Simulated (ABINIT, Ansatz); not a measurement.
# SrCl2 (Fm-3m): zone-centre phonons, part 2 of 3

Aim: the zone-centre modes of SrCl2 (Fm-3m).

ABINIT 10.8.3; DFT LDA, scalar-relativistic, plane waves, PseudoDojo norm-conserving pseudopotentials.

So far. Step 3 (Self-consistent run for the response): The cell stands at -0.24 GPa: the relaxation ran with a smoothed and higher cutoff and on another k mesh. Step 5 (Zone-centre response): The acoustic modes at Γ come out as far as 0.3 cm⁻¹ from zero, where they should vanish, a small numerical error; the Born charges miss their sum rule by 9.1e-4 e, which is good. The relaxed cell has a = 6.799 Å (conventional setting).

## (6) Modes with the sum rule

anaddb reads the merged derivatives, imposes the acoustic sum rule and charge neutrality, and adds the LO-TO term along chosen directions.

Contents of anaddb.abi:

```
ddb_filepath "gamma_DDB"
output_file "anaddb.abo"
outdata_prefix "anaddb"
asr 1
chneut 1
enunit 2
eivec 1
nph1l 1
qph1l 0.0 0.0 0.0 1.0
dieflag 1
nph2l 3
qph2l 
    1.0 0.0 0.0 0.0
    0.0 0.0 1.0 0.0
    1.0 1.0 1.0 0.0
```

Contents of mrgddb.in:

```
gamma_DDB
merged
2
dfpt_gammao_DS2_DDB
gso_DDB
```

Command:

```sh
$ mrgddb < mrgddb.in > mrgddb.log
$ OMP_NUM_THREADS=1 anaddb anaddb.abi > anaddb.log
```

anaddb.abo, the main output file:

```text
[banners, grids, parts of the stress and lines that vanish by symmetry left out]
-outvars_anaddb: echo values of input variables ----------------------

 Flags :
[...]
Dielectric Tensor and Effective Charges
[...]
Effective charge tensors after
[...]
Phonon wavevector (reduced coordinates) :  0.00000  0.00000  0.00000
 Phonon energies in Hartree :
[...]
Phonon energies in meV     :
-  0.000000E+00  0.000000E+00  0.000000E+00  1.926649E+01  1.926649E+01
-  1.926649E+01  2.375310E+01  2.375310E+01  2.375310E+01
 Phonon frequencies in cm-1    :
-  0.000000E+00  0.000000E+00  0.000000E+00  1.553947E+02  1.553947E+02
-  1.553947E+02  1.915816E+02  1.915816E+02  1.915816E+02
 Phonon frequencies in Thz     :
-  0.000000E+00  0.000000E+00  0.000000E+00  4.658617E+00  4.658617E+00
-  4.658617E+00  5.743473E+00  5.743473E+00  5.743473E+00
 Phonon energies in Kelvin  :
-  0.000000E+00  0.000000E+00  0.000000E+00  2.235784E+02  2.235784E+02
-  2.235784E+02  2.756432E+02  2.756432E+02  2.756432E+02
[...]
-  1  0.00000000E+00  0.00000000E+00 -1.86024719E-03
-     0.00000000E+00  0.00000000E+00  0.00000000E+00
-  2  0.00000000E+00  0.00000000E+00 -1.86024587E-03
-     0.00000000E+00  0.00000000E+00  0.00000000E+00
-  3  0.00000000E+00  0.00000000E+00 -1.86024587E-03
-     0.00000000E+00  0.00000000E+00  0.00000000E+00
[...]
-  1  0.00000000E+00 -1.86024719E-03  0.00000000E+00
-     0.00000000E+00  0.00000000E+00  0.00000000E+00
-  2  0.00000000E+00 -1.86024587E-03  0.00000000E+00
-     0.00000000E+00  0.00000000E+00  0.00000000E+00
-  3  0.00000000E+00 -1.86024587E-03  0.00000000E+00
-     0.00000000E+00  0.00000000E+00  0.00000000E+00
[...]
-  1  1.86024719E-03  0.00000000E+00  0.00000000E+00
-     0.00000000E+00  0.00000000E+00  0.00000000E+00
-  2  1.86024587E-03  0.00000000E+00  0.00000000E+00
-     0.00000000E+00  0.00000000E+00  0.00000000E+00
-  3  1.86024587E-03  0.00000000E+00  0.00000000E+00
-     0.00000000E+00  0.00000000E+00  0.00000000E+00
[...]
-  1  0.00000000E+00  0.00000000E+00  1.67343320E-03
-     0.00000000E+00  0.00000000E+00  0.00000000E+00
[...]
-     0.00000000E+00  0.00000000E+00  0.00000000E+00
[...]
-     0.00000000E+00  0.00000000E+00  0.00000000E+00
[...]
-     0.00000000E+00  0.00000000E+00  0.00000000E+00
[...]
-     0.00000000E+00  0.00000000E+00  0.00000000E+00
[...]
-     1          0.000000     0.000000    -0.000001     0.000001
-     2          0.000000    -0.000001    -0.000000     0.000001
-     3          0.000001     0.000000     0.000000     0.000001
-     4          0.000033    -0.000105     2.762592     2.762592
-     5          0.000042    -2.762592    -0.000105     2.762592
-     6          2.762592     0.000042    -0.000033     2.762592
-     7          0.000000     0.000000    -0.000000     0.000000
-     8          0.000000     0.000000     0.000000     0.000000
-     9         -0.000000    -0.000000     0.000000     0.000000
[...]
-   1     Real    0.0000E+00  0.0000E+00  0.0000E+00  0.0000E+00  0.0000E+00  0.0000E+00  0.0000E+00
[...]
-   2     Real    0.0000E+00  0.0000E+00  0.0000E+00  0.0000E+00  0.0000E+00  0.0000E+00  0.0000E+00
[...]
-   3     Real    0.0000E+00  0.0000E+00  0.0000E+00  0.0000E+00  0.0000E+00  0.0000E+00  0.0000E+00
[...]
-   4     Real    1.2430E-14  1.2616E-13  8.6645E-05 -3.9600E-14  1.0378E-09 -3.3062E-09  8.6645E-05
[...]
-   5     Real    2.0410E-14  8.6645E-05  1.2616E-13 -1.3298E-09 -5.0744E-14  3.3062E-09  8.6645E-05
[...]
-   6     Real    8.6645E-05  2.0411E-14  1.2429E-14  1.3299E-09 -1.0377E-09 -1.5928E-14  8.6645E-05
[...]
-   7     Real    0.0000E+00  0.0000E+00  0.0000E+00  0.0000E+00  0.0000E+00  0.0000E+00  0.0000E+00
[...]
-   8     Real    0.0000E+00  0.0000E+00  0.0000E+00  0.0000E+00  0.0000E+00  0.0000E+00  0.0000E+00
[...]
-   9     Real    0.0000E+00  0.0000E+00  0.0000E+00  0.0000E+00  0.0000E+00  0.0000E+00  0.0000E+00
[...]
Phonon at Gamma, with non-analyticity in the
[...]
Phonon energies in Hartree :
[...]
Phonon energies in meV     :
-  0.000000E+00  0.000000E+00  0.000000E+00  1.926649E+01  1.926649E+01
[...]
Phonon frequencies in cm-1    :
[...]
Phonon frequencies in Thz     :
[...]
Phonon energies in Kelvin  :
[...]
Phonon at Gamma, with non-analyticity in the
[...]
Phonon energies in Hartree :
[...]
Phonon energies in meV     :
-  0.000000E+00  0.000000E+00  0.000000E+00  1.926649E+01  1.926649E+01
[...]
Phonon frequencies in cm-1    :
-  0.000000E+00  0.000000E+00  0.000000E+00  1.553947E+02  1.553947E+02
[...]
Phonon frequencies in Thz     :
-  0.000000E+00  0.000000E+00  0.000000E+00  4.658617E+00  4.658617E+00
[...]
Phonon energies in Kelvin  :
-  0.000000E+00  0.000000E+00  0.000000E+00  2.235784E+02  2.235784E+02
[...]
-     0.00000000E+00  0.00000000E+00  0.00000000E+00
[...]
-     0.00000000E+00  0.00000000E+00  0.00000000E+00
[...]
Phonon at Gamma, with non-analyticity in the
[...]
Phonon energies in Hartree :
[...]
Phonon energies in meV     :
-  0.000000E+00  0.000000E+00  0.000000E+00  1.926649E+01  1.926649E+01
-  2.375310E+01  2.375310E+01  2.375310E+01  2.927764E+01
 Phonon frequencies in cm-1    :
-  0.000000E+00  0.000000E+00  0.000000E+00  1.553947E+02  1.553947E+02
-  1.915816E+02  1.915816E+02  1.915816E+02  2.361401E+02
 Phonon frequencies in Thz     :
-  0.000000E+00  0.000000E+00  0.000000E+00  4.658617E+00  4.658617E+00
-  5.743473E+00  5.743473E+00  5.743473E+00  7.079302E+00
 Phonon energies in Kelvin  :
-  0.000000E+00  0.000000E+00  0.000000E+00  2.235784E+02  2.235784E+02
-  2.756432E+02  2.756432E+02  2.756432E+02  3.397529E+02
[...]
-  1  2.00101318E-06  7.93229161E-06 -1.86022910E-03
-     0.00000000E+00  0.00000000E+00  0.00000000E+00
-  2  2.00076362E-06  7.93203784E-06 -1.86022802E-03
-     0.00000000E+00  0.00000000E+00  0.00000000E+00
[...]
-     0.00000000E+00  0.00000000E+00  0.00000000E+00
[...]
-     0.00000000E+00  0.00000000E+00  0.00000000E+00
[...]
-  2  2.78150787E-03  0.00000000E+00  0.00000000E+00
-     0.00000000E+00  0.00000000E+00  0.00000000E+00
-  3 -2.78150787E-03  0.00000000E+00  0.00000000E+00
-     0.00000000E+00  0.00000000E+00  0.00000000E+00
[...]
Direction                     Dielectric constant
[...]
0.00000   0.00000   1.00000      7.22477228
   1.00000   1.00000   1.00000      7.22477228
-
```

Wall time 0.72 s (1 thread of Intel Xeon at 2.70GHz, shared host).

Read from the output:

* mean static dielectric constant: 7.225
* highest mode moved by the LO-TO term: 236.1 cm⁻¹

No LO-TO term; unit eigenvectors of the mass-weighted matrix, from anaddb's displacements. Modes at Γ, with each element's share of the kinetic energy:

```
mode  frequency (cm⁻¹)  symmetry  Sr %  Cl %
   1               0.0  acoustic    55    45
   2               0.0  acoustic    55    45
   3               0.0  acoustic    55    45
   4             155.4       T1u    45    55
   5             155.4       T1u    45    55
   6             155.4       T1u    45    55
   7             191.6       T2g     0   100
   8             191.6       T2g     0   100
   9             191.6       T2g     0   100
```

Displacements in mode 4 (155.4 cm⁻¹), the largest set to 1:
```
Sr1  0.00  0.00  0.81
Cl2  0.00  0.00 -1.00
Cl3  0.00  0.00 -1.00
```

Displacements in mode 7 (191.6 cm⁻¹), the largest set to 1:
```
Sr1  0.00  0.00  0.00
Cl2  0.00  0.00  1.00
Cl3  0.00  0.00 -1.00
```

Trace of the oscillator strength, degenerate modes summed. Infrared lines, with heights relative to the strongest:

```
position (cm⁻¹)  lines merged  IR intensity, relative
            155             3                     100
            192             3                     0.0
```

Static dielectric tensor (ions relaxed, fixed cell):

```
7.22 0.00 0.00
0.00 7.22 0.00
0.00 0.00 7.22
```

The rule moves no optical mode by more than 0.1 cm⁻¹.

## (7) Sum rules set otherwise (asr 0)

Without the rule the raw error of the acoustic modes shows.

Edit anaddb.abi of step 6 so:

```diff
@@ -3,4 +3,4 @@
 outdata_prefix "anaddb"
-asr 1
-chneut 1
+asr 0
+chneut 0
 enunit 2
```

mrgddb.in is that of step 6.

anaddb.abo, the main output file:

```text
[banners, grids, parts of the stress and lines that vanish by symmetry left out]
-outvars_anaddb: echo values of input variables ----------------------

 Flags :
[...]
Dielectric Tensor and Effective Charges
[...]
Effective charge tensors after
[...]
Phonon wavevector (reduced coordinates) :  0.00000  0.00000  0.00000
 Phonon energies in Hartree :
[...]
Phonon energies in meV     :
-  3.401750E-02  3.401753E-02  3.401762E-02  1.926652E+01  1.926652E+01
-  1.926652E+01  2.375311E+01  2.375311E+01  2.375311E+01
 Phonon frequencies in cm-1    :
-  2.743697E-01  2.743699E-01  2.743706E-01  1.553950E+02  1.553950E+02
-  1.553950E+02  1.915818E+02  1.915818E+02  1.915818E+02
 Phonon frequencies in Thz     :
-  8.225396E-03  8.225403E-03  8.225425E-03  4.658624E+00  4.658624E+00
-  4.658624E+00  5.743478E+00  5.743478E+00  5.743478E+00
 Phonon energies in Kelvin  :
-  3.947567E-01  3.947571E-01  3.947581E-01  2.235787E+02  2.235787E+02
-  2.235787E+02  2.756435E+02  2.756435E+02  2.756435E+02
[...]
-  1  0.00000000E+00  0.00000000E+00  1.86024609E-03
-     0.00000000E+00  0.00000000E+00  0.00000000E+00
-  2  0.00000000E+00  0.00000000E+00  1.86024723E-03
-     0.00000000E+00  0.00000000E+00  0.00000000E+00
-  3  0.00000000E+00  0.00000000E+00  1.86024723E-03
-     0.00000000E+00  0.00000000E+00  0.00000000E+00
[...]
-  1  0.00000000E+00  1.86024609E-03  0.00000000E+00
-     0.00000000E+00  0.00000000E+00  0.00000000E+00
-  2  0.00000000E+00  1.86024723E-03  0.00000000E+00
-     0.00000000E+00  0.00000000E+00  0.00000000E+00
-  3  0.00000000E+00  1.86024723E-03  0.00000000E+00
-     0.00000000E+00  0.00000000E+00  0.00000000E+00
[...]
-  1  1.86024609E-03  0.00000000E+00  0.00000000E+00
-     0.00000000E+00  0.00000000E+00  0.00000000E+00
-  2  1.86024723E-03  0.00000000E+00  0.00000000E+00
-     0.00000000E+00  0.00000000E+00  0.00000000E+00
-  3  1.86024723E-03  0.00000000E+00  0.00000000E+00
-     0.00000000E+00  0.00000000E+00  0.00000000E+00
[...]
-  1  0.00000000E+00  0.00000000E+00  1.67343443E-03
-     0.00000000E+00  0.00000000E+00  0.00000000E+00
[...]
-     0.00000000E+00  0.00000000E+00  0.00000000E+00
[...]
-     0.00000000E+00  0.00000000E+00  0.00000000E+00
[...]
-     0.00000000E+00  0.00000000E+00  0.00000000E+00
[...]
-     0.00000000E+00  0.00000000E+00  0.00000000E+00
[...]
-     1          0.000000     0.000000     0.000522     0.000522
-     2          0.000000     0.000522    -0.000000     0.000522
-     3          0.000522    -0.000000    -0.000000     0.000522
-     4          0.000026     0.000024     2.762372     2.762372
-     5          0.000090     2.762372    -0.000024     2.762372
-     6          2.762372    -0.000090    -0.000026     2.762372
-     7         -0.000000     0.000000     0.000000     0.000000
-     8          0.000000    -0.000000    -0.000000     0.000000
-     9          0.000000     0.000000    -0.000000     0.000000
[...]
-   1     Real    0.0000E+00  0.0000E+00  2.8296E-12  0.0000E+00  0.0000E+00  0.0000E+00  2.8296E-12
[...]
-   2     Real    0.0000E+00  2.8296E-12  0.0000E+00  0.0000E+00  0.0000E+00  0.0000E+00  2.8296E-12
[...]
-   3     Real    2.8296E-12  0.0000E+00  0.0000E+00  0.0000E+00  0.0000E+00  0.0000E+00  2.8296E-12
[...]
-   4     Real    0.0000E+00  0.0000E+00  8.6631E-05  0.0000E+00  8.0796E-10  7.5288E-10  8.6631E-05
[...]
-   5     Real    9.1037E-14  8.6631E-05  0.0000E+00  2.8083E-09 -2.4407E-14 -7.5291E-10  8.6631E-05
[...]
-   6     Real    8.6631E-05  9.1038E-14  0.0000E+00 -2.8083E-09 -8.0794E-10  2.6191E-14  8.6631E-05
[...]
-   7     Real    0.0000E+00  0.0000E+00  0.0000E+00  0.0000E+00  0.0000E+00  0.0000E+00  0.0000E+00
[...]
-   8     Real    0.0000E+00  0.0000E+00  0.0000E+00  0.0000E+00  0.0000E+00  0.0000E+00  0.0000E+00
[...]
-   9     Real    0.0000E+00  0.0000E+00  0.0000E+00  0.0000E+00  0.0000E+00  0.0000E+00  0.0000E+00
[...]
Phonon at Gamma, with non-analyticity in the
[...]
Phonon energies in Hartree :
[...]
Phonon energies in meV     :
-  3.401750E-02  3.401753E-02  3.411850E-02  1.926652E+01  1.926652E+01
[...]
Phonon frequencies in cm-1    :
[...]
Phonon frequencies in Thz     :
[...]
Phonon energies in Kelvin  :
[...]
Phonon at Gamma, with non-analyticity in the
[...]
Phonon energies in Hartree :
[...]
Phonon energies in meV     :
-  3.401753E-02  3.401762E-02  3.411838E-02  1.926652E+01  1.926652E+01
[...]
Phonon frequencies in cm-1    :
-  2.743699E-01  2.743706E-01  2.751833E-01  1.553950E+02  1.553950E+02
[...]
Phonon frequencies in Thz     :
-  8.225403E-03  8.225425E-03  8.249788E-03  4.658624E+00  4.658624E+00
[...]
Phonon energies in Kelvin  :
-  3.947571E-01  3.947581E-01  3.959274E-01  2.235787E+02  2.235787E+02
[...]
-     0.00000000E+00  0.00000000E+00  0.00000000E+00
[...]
-     0.00000000E+00  0.00000000E+00  0.00000000E+00
[...]
Phonon at Gamma, with non-analyticity in the
[...]
Phonon energies in Hartree :
[...]
Phonon energies in meV     :
-  3.401752E-02  3.401759E-02  3.411843E-02  1.926652E+01  1.926652E+01
-  2.375311E+01  2.375311E+01  2.375311E+01  2.927634E+01
 Phonon frequencies in cm-1    :
-  2.743698E-01  2.743704E-01  2.751837E-01  1.553950E+02  1.553950E+02
-  1.915818E+02  1.915818E+02  1.915818E+02  2.361296E+02
 Phonon frequencies in Thz     :
-  8.225399E-03  8.225416E-03  8.249800E-03  4.658624E+00  4.658624E+00
-  5.743478E+00  5.743478E+00  5.743478E+00  7.078986E+00
 Phonon energies in Kelvin  :
-  3.947569E-01  3.947577E-01  3.959280E-01  2.235787E+02  2.235787E+02
-  2.756435E+02  2.756435E+02  2.756435E+02  3.397378E+02
[...]
-  1  1.83799076E-04  1.21351854E-03 -1.39789348E-03
-     0.00000000E+00  0.00000000E+00  0.00000000E+00
-  2  1.83799149E-04  1.21351924E-03 -1.39789438E-03
-     0.00000000E+00  0.00000000E+00  0.00000000E+00
[...]
-     0.00000000E+00  0.00000000E+00  0.00000000E+00
[...]
-     0.00000000E+00  0.00000000E+00  0.00000000E+00
[...]
-  2  2.78150787E-03  0.00000000E+00  0.00000000E+00
-     0.00000000E+00  0.00000000E+00  0.00000000E+00
-  3 -2.78150787E-03  0.00000000E+00  0.00000000E+00
-     0.00000000E+00  0.00000000E+00  0.00000000E+00
[...]
Direction                     Dielectric constant
[...]
0.00000   0.00000   1.00000      7.22410586
   1.00000   1.00000   1.00000      7.22410586
-
```

The job ended after 0.79 s (1 thread).

Numbers from this step:

```
mean static dielectric constant : 7.224
```

Zone-centre frequencies as printed; negative means imaginary. Modes:

```
mode  frequency (cm⁻¹)
   1              0.27
   2              0.27
   3              0.27
   4             155.4
   5             155.4
   6             155.4
   7             191.6
   8             191.6
   9             191.6
```

[end of part 2 of 3]

[Host names and launcher messages were left out of these logs when they were recorded.]

[Logs are printed without paths, hosts, clocks, repeated set-up lines and the standing remarks that a program may print on its own settings, such as how far it seeks lower states.]

[Hosts, paths, dates, database ids (printed as entryN), source tags and the programs' standing remarks are cut or masked in the printed files.]
